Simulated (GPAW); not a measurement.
## Screening of a field by 1T-IrSTe monolayer

Wanted: the out-of-plane polarisability of 1T-IrSTe monolayer.

Method: GPAW, PAW setups; layer in a repeated cell with vacuum, relaxation of atoms and in-plane cell, in the first sound run; inputs show where later runs differ, in GPAW 26.7.0.

Most raw output is cut from this account.

## 1. The structure

The cell holds 3 atoms: 1 Te, 1 Ir and 1 S. Its edges and angles: a = 3.581 Å, b = 3.581 Å, c = 18.782 Å, α = 90.0°, β = 90.0°, γ = 120.0°. Vacuum lies along c.

## 2. Relaxation

Forces are removed first; all later runs use this geometry.

File run.py:

```python
import json
import numpy as np
from ase import Atoms
from ase.filters import FrechetCellFilter
from ase.optimize import BFGS
from gpaw import GPAW, PW

slab = Atoms(
    ['Te', 'Ir', 'S'],
    positions=[
        [1.79053, 1.03376, 8.00000],
        [0.00000, 0.00000, 9.68787],
        [-0.00000, 2.06752, 10.78161]],
    cell=[[3.58106, 0.0, 0.0], [-1.79053, 3.10129, 0.0], [0.0, 0.0, 18.7816]],
    pbc=[True, True, True])

slab.calc = GPAW(mode=PW(600), xc='PBE', kpts={'size': (9, 9, 1), 'gamma': True},
                 occupations={'name': 'fermi-dirac', 'width': 0.05}, nbands='160%',
                 convergence={'density': 1e-05}, maxiter=200,
                 symmetry={'tolerance': 1e-3}, txt='slab.txt')
result = {}
# The in-plane cell is free; stress needs a cell that repeats along all three vectors
path = []
opt = BFGS(FrechetCellFilter(slab, mask=[1, 1, 0, 0, 0, 1]), maxstep=0.2)
opt.attach(lambda: path.append((slab.get_potential_energy(), slab.positions.tolist(), slab.get_forces().tolist())))
result['relaxed'] = bool(opt.run(fmax=0.02, steps=45))
result['path'] = path
result['cell'] = slab.cell.tolist()
print('in-plane lattice', slab.cell.cellpar().round(4)[[0, 1, 5]])
energy = slab.get_potential_energy()
fermi = slab.calc.get_fermi_level()
v = slab.calc.get_electrostatic_potential().mean((0, 1)) - fermi
n = slab.calc.get_pseudo_density().mean((0, 1))
L = slab.cell[2, 2]
z = np.arange(len(v)) * L / len(v)
low, high = slab.positions[:, 2].min(), slab.positions[:, 2].max()
below, above = np.interp([low - 5.8, high + 5.8], z, v)
slopes = [np.interp(x, z, np.gradient(v, z)) for x in (low - 5.8, high + 5.8)]
eps = np.array([[slab.calc.get_eigenvalues(k, s) for k in range(len(slab.calc.get_ibz_k_points()))]
                for s in range(slab.calc.get_number_of_spins())]) - fermi
top, bottom = eps[eps < 0].max(), eps[eps > 0].min()
dipole = slab.get_dipole_moment()[2]
print(f'energy {energy:.4f} eV, Fermi level {fermi:.4f} eV, dipole {dipole:.5f} e A')
print(f'potential 5.8 A off the faces, from the Fermi level: lower {below:.4f} eV, upper {above:.4f} eV')
print(f'slope of the potential there: lower {slopes[0]:.5f}, upper {slopes[1]:.5f} eV/A')
print(f'nearest levels on the mesh: {top:.4f} and {bottom:.4f} eV')
print('magnetic moment', round(slab.get_magnetic_moment(), 3))
result.update(energy=energy, fermi=fermi, dipole=dipole, below=below, above=above, slopes=slopes, edges=[top, bottom],
              z=z.tolist(), v=v.tolist(), n=n.tolist(), positions=slab.positions.tolist(),
              forces=slab.get_forces(apply_constraint=False).tolist(), moments=slab.get_magnetic_moments().tolist())
json.dump(result, open('result.json', 'w'))
```

Run with:

```
OMP_NUM_THREADS=1 OPENBLAS_NUM_THREADS=1 python run.py
```

Run time: 4.6 min. Hardware: 1 thread of AMD EPYC 9B14 (Zen 4), shared host; peak memory 0.38 GiB.

Numbers from this step:

```
dipole along the normal                    : -0.06972 e·Å
levels nearest the Fermi level on the mesh : -0.02069, 0.03597 eV from the Fermi level
```

Electrostatic potential energy of an electron (without an applied field's), less the Fermi level, planar mean against z:

```csv
z (Å),"electrostatic potential energy of an electron (without an applied field's), less the Fermi level, planar mean (eV)"
0.0,4.95
0.5,4.92
1.0,4.90
1.5,4.87
2.0,4.84
2.5,4.81
3.0,4.78
3.5,4.75
4.0,4.72
4.5,4.69
5.0,4.65
5.5,4.59
6.0,4.40
6.5,3.73
7.0,1.22
7.5,-7.19
8.0,-19.0
8.5,-10.8
9.0,-6.10
9.5,-14.4
10.0,-13.7
10.5,-13.1
11.0,-8.88
11.5,1.75
12.0,4.60
12.5,5.16
13.0,5.25
13.5,5.25
14.0,5.22
14.5,5.20
15.0,5.17
15.5,5.14
16.0,5.11
16.5,5.08
17.0,5.05
17.5,5.03
18.0,5.00
18.5,4.97
```

Table of pseudo valence density, planar mean by z:

```csv
z (Å),"pseudo valence density, planar mean (e/Å³)"
0.00,0
0.52,0
1.04,0
1.57,0
2.09,0
2.43,0
2.96,2.1e-6
3.48,8.9e-6
4.00,3.7e-5
4.52,1.5e-4
5.04,6.4e-4
5.56,0.00268
6.09,0.0114
6.61,0.0473
6.96,0.113
7.48,0.272
8.00,0.101
8.52,0.363
9.04,0.479
9.56,1.25
10.09,0.850
10.61,0.453
11.13,0.329
11.65,0.118
12.00,0.0419
12.52,0.00788
13.04,0.00149
13.56,2.9e-4
14.09,5.7e-5
14.61,1.2e-5
15.13,2.2e-6
15.65,0
16.17,0
16.52,0
17.04,0
17.56,0
18.09,0
18.61,0
```

The relaxation lowered the energy of the cell by 0.0375 eV (energies extrapolated to zero smearing; the optimiser's log prints free energies). The largest force left on a free atom is 0.0014 eV/Å.

## 3. Plane waves, PBE

The work function is the vacuum plateau of the electrostatic potential less the Fermi level; a dipole layer lets the two faces have plateaus of their own.

This step: GPAW, PAW setups; slab in vacuum (GPAW 26.7.0).

The cell differs from the one that the last finished run ended in (c 18.782 → 18.693 Å).

run.py, as its differences from that of step 2:

```diff
@@ -3,4 +3,2 @@
 from ase import Atoms
-from ase.filters import FrechetCellFilter
-from ase.optimize import BFGS
 from gpaw import GPAW, PW
@@ -10,21 +8,14 @@
     positions=[
-        [1.79053, 1.03376, 8.00000],
-        [0.00000, 0.00000, 9.68787],
-        [-0.00000, 2.06752, 10.78161]],
-    cell=[[3.58106, 0.0, 0.0], [-1.79053, 3.10129, 0.0], [0.0, 0.0, 18.7816]],
-    pbc=[True, True, True])
+        [1.84226, 1.06363, 8.00000],
+        [0.00000, 0.00000, 9.63736],
+        [0.00000, 2.12725, 10.69341]],
+    cell=[[3.68452, -0.0, 0.0], [-1.84226, 3.19089, 0.0], [0.0, 0.0, 18.6934]],
+    pbc=[True, True, False])
 
-slab.calc = GPAW(mode=PW(600), xc='PBE', kpts={'size': (9, 9, 1), 'gamma': True},
+slab.calc = GPAW(mode=PW(400), xc='PBE', kpts={'size': (9, 9, 1), 'gamma': True},
                  occupations={'name': 'fermi-dirac', 'width': 0.05}, nbands='160%',
                  convergence={'density': 1e-05}, maxiter=200,
+                 poissonsolver={'dipolelayer': 'xy'},
                  symmetry={'tolerance': 1e-3}, txt='slab.txt')
 result = {}
-# The in-plane cell is free; stress needs a cell that repeats along all three vectors
-path = []
-opt = BFGS(FrechetCellFilter(slab, mask=[1, 1, 0, 0, 0, 1]), maxstep=0.2)
-opt.attach(lambda: path.append((slab.get_potential_energy(), slab.positions.tolist(), slab.get_forces().tolist())))
-result['relaxed'] = bool(opt.run(fmax=0.02, steps=45))
-result['path'] = path
-result['cell'] = slab.cell.tolist()
-print('in-plane lattice', slab.cell.cellpar().round(4)[[0, 1, 5]])
 energy = slab.get_potential_energy()
```

Elapsed: 16 s, on 1 thread; peak memory 0.2 GiB.

This step gave:

- dipole along the normal: -0.05131 e·Å
- levels nearest the Fermi level on the mesh: -0.02058, 0.03597 eV from the Fermi level
- upper work function: 5.357 eV
- lower work function: 4.571 eV

Table of electrostatic potential energy of an electron (without an applied field's), less the Fermi level, planar mean by z:

z (Å), electrostatic potential energy of an electron (without an applied field's), less the Fermi level, planar mean (eV) and a bar from the least value:
```
      0.0        5.0 ##############################
      0.5        4.6 #############################
      1.0        4.6 #############################
      1.5        4.6 #############################
      2.0        4.6 #############################
      2.5        4.6 #############################
      3.0        4.6 #############################
      3.5        4.6 #############################
      4.0        4.6 #############################
      4.5        4.6 #############################
      5.0        4.6 #############################
      5.5        4.5 #############################
      6.0        4.3 #############################
      6.5        3.6 ############################
      7.0        0.8 ########################
      7.5       -8.4 #############
      8.0      -19.2 
      8.5       -9.7 ############
      9.0       -6.5 ###############
      9.5      -15.0 #####
     10.0      -13.1 #######
     10.5      -13.7 #######
     11.0       -7.5 ##############
     11.5        2.2 ##########################
     12.0        4.7 #############################
     12.5        5.2 ##############################
     13.0        5.3 ##############################
     13.5        5.4 ##############################
     14.0        5.4 ##############################
     14.5        5.4 ##############################
     15.0        5.4 ##############################
     15.5        5.4 ##############################
     16.0        5.4 ##############################
     16.5        5.4 ##############################
     17.0        5.4 ##############################
     17.5        5.4 ##############################
     18.0        5.4 ##############################
     18.5        5.2 ##############################
```

Pseudo valence density, planar mean against z:

```csv
z (Å),"pseudo valence density, planar mean (e/Å³)"
0.00,0
0.42,0
1.04,0
1.45,0
2.08,0
2.49,0
2.91,1.4e-6
3.53,1.4e-5
3.95,3.9e-5
4.57,2.1e-4
4.98,6.4e-4
5.40,0.00198
6.02,0.0110
6.44,0.0343
7.06,0.160
7.48,0.275
7.89,0.116
8.52,0.376
8.93,0.450
9.55,1.30
9.97,0.960
10.59,0.433
11.01,0.346
11.42,0.188
12.05,0.0310
12.46,0.00812
13.09,0.00110
13.50,2.9e-4
13.92,7.9e-5
14.54,1.3e-5
14.95,4.4e-6
15.58,0
15.99,0
16.41,0
17.03,0
17.45,0
18.07,0
18.49,0
```

The potential is flat to 7.3e-5 eV/Å where it is read, so the vacuum is wide enough.

## 4. In a field

A uniform field along the normal polarises the slab; the atoms stay fixed, so this is the electronic response alone.

run.py, as its differences from that of step 3:

```diff
@@ -4,2 +4,3 @@
 from gpaw import GPAW, PW
+from gpaw.external import ConstantElectricField
 
@@ -18,2 +19,3 @@
                  poissonsolver={'dipolelayer': 'xy'},
+                 external=ConstantElectricField(-0.2, [0, 0, 1]),
                  symmetry={'tolerance': 1e-3}, txt='slab.txt')
```

It took 43 s on 1 thread; peak memory 0.28 GiB.

Numbers from this step:

* dipole along the normal: -0.1161 e·Å
* levels nearest the Fermi level on the mesh: -0.02172, 0.03723 eV from the Fermi level
* potential below the slab, the applied field's own ramp left out: 4.033 eV from the Fermi level
* potential above the slab, the applied field's own ramp left out: 5.820 eV from the Fermi level

Table of electrostatic potential energy of an electron (without an applied field's), less the Fermi level, planar mean by z:

z (Å), electrostatic potential energy of an electron (without an applied field's), less the Fermi level, planar mean (eV) and a bar from the least value:
```
        0        4.9 #############################
        1        4.0 ############################
        2        4.0 ############################
        3        4.0 ############################
        4        4.0 ############################
        5        4.0 ############################
        6        3.8 ############################
        7        0.3 #######################
        8      -19.5 
        9       -6.6 ###############
       10      -13.0 ########
       11       -7.2 ###############
       12        5.2 #############################
       13        5.8 ##############################
       14        5.8 ##############################
       15        5.8 ##############################
       16        5.8 ##############################
       17        5.8 ##############################
       18        5.8 ##############################
```

The dipole is now -0.116 e Å, against -0.051 in the run without a field.

## 5. In a field

run.py, as its differences from that of step 4:

```diff
@@ -19,3 +19,3 @@
                  poissonsolver={'dipolelayer': 'xy'},
-                 external=ConstantElectricField(-0.2, [0, 0, 1]),
+                 external=ConstantElectricField(-0.1, [0, 0, 1]),
                  symmetry={'tolerance': 1e-3}, txt='slab.txt')
```

Elapsed: 46 s, on 1 thread; peak memory 0.28 GiB.

Numbers from this step:

* dipole along the normal: -0.08360 e·Å
* levels nearest the Fermi level on the mesh: -0.02117, 0.03659 eV from the Fermi level
* potential below the slab, the applied field's own ramp left out: 4.301 eV from the Fermi level
* potential above the slab, the applied field's own ramp left out: 5.588 eV from the Fermi level

Electrostatic potential energy of an electron (without an applied field's), less the Fermi level, planar mean against z:

z (Å), electrostatic potential energy of an electron (without an applied field's), less the Fermi level, planar mean (eV) and a bar from the least value:
```
        0        4.9 #############################
        1        4.3 ############################
        2        4.3 ############################
        3        4.3 ############################
        4        4.3 ############################
        5        4.3 ############################
        6        4.1 ############################
        7        0.5 ########################
        8      -19.3 
        9       -6.6 ###############
       10      -13.0 ########
       11       -7.3 ##############
       12        4.9 #############################
       13        5.6 ##############################
       14        5.6 ##############################
       15        5.6 ##############################
       16        5.6 ##############################
       17        5.6 ##############################
       18        5.6 ##############################
```

The dipole is now -0.0836 e Å, against -0.051 in the run without a field.

## 6. Field on

run.py, as its differences from that of step 5:

```diff
@@ -19,3 +19,3 @@
                  poissonsolver={'dipolelayer': 'xy'},
-                 external=ConstantElectricField(-0.1, [0, 0, 1]),
+                 external=ConstantElectricField(-0.05, [0, 0, 1]),
                  symmetry={'tolerance': 1e-3}, txt='slab.txt')
```

Wall time 45 s (1 thread); peak memory 0.28 GiB.

Table of electrostatic potential energy of an electron (without an applied field's), less the Fermi level, planar mean by z:

```csv
z (Å),"electrostatic potential energy of an electron (without an applied field's), less the Fermi level, planar mean (eV)"
0.0,4.95
0.5,4.44
1.0,4.44
1.5,4.44
2.0,4.44
2.5,4.44
3.0,4.44
3.5,4.44
4.0,4.44
4.5,4.43
5.0,4.42
5.5,4.37
6.0,4.19
6.5,3.46
7.0,0.645
7.5,-8.53
8.0,-19.3
8.5,-9.78
9.0,-6.54
9.5,-15.0
10.0,-13.1
10.5,-13.6
11.0,-7.40
11.5,2.32
12.0,4.83
12.5,5.34
13.0,5.45
13.5,5.47
14.0,5.47
14.5,5.47
15.0,5.47
15.5,5.47
16.0,5.47
16.5,5.47
17.0,5.47
17.5,5.47
18.0,5.47
18.5,5.24
```

## 7. Field on

run.py, as its differences from that of step 6:

```diff
@@ -19,3 +19,3 @@
                  poissonsolver={'dipolelayer': 'xy'},
-                 external=ConstantElectricField(-0.05, [0, 0, 1]),
+                 external=ConstantElectricField(0.05, [0, 0, 1]),
                  symmetry={'tolerance': 1e-3}, txt='slab.txt')
```

Elapsed: 45 s, on 1 thread; peak memory 0.28 GiB.

## 8. Field on

run.py, as its differences from that of step 7:

```diff
@@ -19,3 +19,3 @@
                  poissonsolver={'dipolelayer': 'xy'},
-                 external=ConstantElectricField(0.05, [0, 0, 1]),
+                 external=ConstantElectricField(0.1, [0, 0, 1]),
                  symmetry={'tolerance': 1e-3}, txt='slab.txt')
```

Wall time 45 s (1 thread); peak memory 0.28 GiB.

The dipole is now -0.0185 e Å, against -0.051 in the run without a field.

## 9. In a field

run.py, as its differences from that of step 8:

```diff
@@ -19,3 +19,3 @@
                  poissonsolver={'dipolelayer': 'xy'},
-                 external=ConstantElectricField(0.1, [0, 0, 1]),
+                 external=ConstantElectricField(0.2, [0, 0, 1]),
                  symmetry={'tolerance': 1e-3}, txt='slab.txt')
```

It took 46 s on 1 thread; peak memory 0.28 GiB.

(Continued in part 2 of 2.)

[Logs are printed without paths, hosts, clocks, repeated set-up lines and the standing remarks that a program may print on its own settings, such as how far it seeks lower states.]

[Hosts, paths, dates, database ids (printed as entryN), source tags and the programs' standing remarks are cut or masked in the printed files.]
